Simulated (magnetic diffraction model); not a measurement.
## Which magnetic order? PrNd2HoSi8

Space group Pmm2 (no. 25), a = 4.0800 Å, b = 4.1260 Å, c = 14.1500 Å.

```csv
site,atom,x,y,z
1b,Ho,0,1/2,0.3731
1c,Nd,1/2,0,0.8744
1d,Nd,1/2,1/2,0.1243
1a,Pr,0,0,0.6241
1c,Si,1/2,0,0.4604
1b,Si,0,1/2,0.9563
1a,Si,0,0,0.0423
1d,Si,1/2,1/2,0.5423
1c,Si,1/2,0,0.2943
1b,Si,0,1/2,0.7942
1a,Si,0,0,0.2099
1d,Si,1/2,1/2,0.7073
```

This is a made-up structure (elements placed in a structure type, unrelaxed), so the numbers test the method and describe no known phase.

Only Ho, Nd and Pr are taken to order (form factors of Ho3+, Nd3+ and Pr3+); orders and moment sizes are assumed, and not adapted to the symmetry. Radiation: neutrons of λ = 2.41 Å, 8° to 60°; isotropic B of 0.56 Å² (Ho), 0.4 Å² (Nd), 0.47 Å² (Pr) and 0.68 Å² (Si). The intensities are simulated: I ∝ L Σ (|F_N|² + |F_M⊥|²) for unpolarised neutrons, with F_M = 2.695 fm/μB × Σ f(s) S exp(2πi Q·r) exp(−B s²) at Q = H ± k (one set where k and −k are equivalent), only the part normal to Q counting and L = 1/(sin²θ cos θ). For collinear order S is the moment m, which repeats by lattice and centring translations R with the sign exp(−2πi k·R). Form factors are spin-only for 3d ions and dipole or tabulated for f ions, scattering lengths are Sears's of 1992, and absorption is left out. A label names one of the reflections at its angle. The strongest nuclear line in the range is 100, and lines under 0.2 are left out.

Above the ordering temperature:

```csv
2θ (°),index,I
9.77,(0 0 1),3.0
19.61,(0 0 2),1.1
29.60,(0 0 3),0.3
33.96,(0 1 0),0.3
34.36,(1 0 0),0.2
35.42,(0 1 1),0.2
35.80,(1 0 1),0.4
39.52,(0 1 2),0.3
39.83,(0 0 4),3.0
39.87,(1 0 2),0.6
45.66,(0 1 3),12.4
45.97,(1 0 3),12.5
49.08,(1 1 0),0.3
50.17,(1 1 1),0.5
53.32,(0 1 4),0.4
53.35,(1 1 2),100.0
58.37,(1 1 3),0.4
```

Below it (cell unchanged):

```tsv
2θ (°)	I
9.77	38.6
19.61	11.4
29.60	3.9
33.96	3.6
34.36	0.2
35.42	30.7
35.80	2.6
39.52	3.3
39.83	24.5
39.87	1.8
45.66	30.0
45.97	20.1
49.08	1.8
50.17	2.9
50.40	1.3
53.32	2.9
53.35	126.4
53.60	1.0
58.37	2.5
```

**Question.** Find the propagation vector, then choose among these models:
A. collinear moments along [100], 6.2 μB on Ho, 2.3 μB on Nd and 1.9 μB on Pr; signs + at (0, 1/2, 0.3731), + at (1/2, 0, 0.8744), + at (1/2, 1/2, 0.1243), + at (0, 0, 0.6241)
B. collinear moments along [001], 6.2 μB on Ho, 2.3 μB on Nd and 1.9 μB on Pr; signs + at (0, 1/2, 0.3731), − at (1/2, 0, 0.8744), + at (1/2, 1/2, 0.1243), + at (0, 0, 0.6241)
C. collinear moments along [100], 6.2 μB on Ho, 2.3 μB on Nd and 1.9 μB on Pr; signs + at (0, 1/2, 0.3731), − at (1/2, 0, 0.8744), + at (1/2, 1/2, 0.1243), + at (0, 0, 0.6241)
D. collinear moments along [001], 6.2 μB on Ho, 2.3 μB on Nd and 1.9 μB on Pr; signs + at (0, 1/2, 0.3731), + at (1/2, 0, 0.8744), + at (1/2, 1/2, 0.1243), + at (0, 0, 0.6241)

No line moves, and magnetic intensity falls on nuclear lines such as the one at 9.77°, so the magnetic cell equals the chemical primitive cell: k = 0.

Magnetic intensity, observed (below minus above) and for each model:

| 2θ (°) | index | observed | A | B | C | D |
| --- | --- | --- | --- | --- | --- | --- |
| 9.77 | (0 0 1) | 35.6 | 35.6 | <0.2 | 167.7 | <0.2 |
| 29.60 | (0 0 3) | 3.6 | 3.6 | <0.2 | 17.6 | <0.2 |
| 35.42 | (0 1 1) | 30.5 | 30.5 | 10.2 | 11.1 | 28.1 |
| 35.80 | (1 0 1) | 2.3 | 2.3 | 9.8 | 0.8 | 27.3 |
| 39.52 | (0 1 2) | 3.0 | 3.0 | 12.9 | 17.3 | 2.2 |
| 39.83 | (0 0 4) | 21.4 | 21.4 | <0.2 | 8.5 | <0.2 |
| 50.17 | (1 1 1) | 2.3 | 2.3 | 22.4 | 12.0 | 4.3 |
| 53.35 | (1 1 2) | 26.4 | 26.4 | 15.6 | 10.3 | 39.8 |

Model A matches.

The structure used: k = (0 0 0), collinear moments along [100], 6.2 μB on Ho, 2.3 μB on Nd and 1.9 μB on Pr; signs + at (0, 1/2, 0.3731), + at (1/2, 0, 0.8744), + at (1/2, 1/2, 0.1243), + at (0, 0, 0.6241).

[Logs are printed without paths, hosts, clocks, repeated set-up lines and the standing remarks that a program may print on its own settings, such as how far it seeks lower states.]
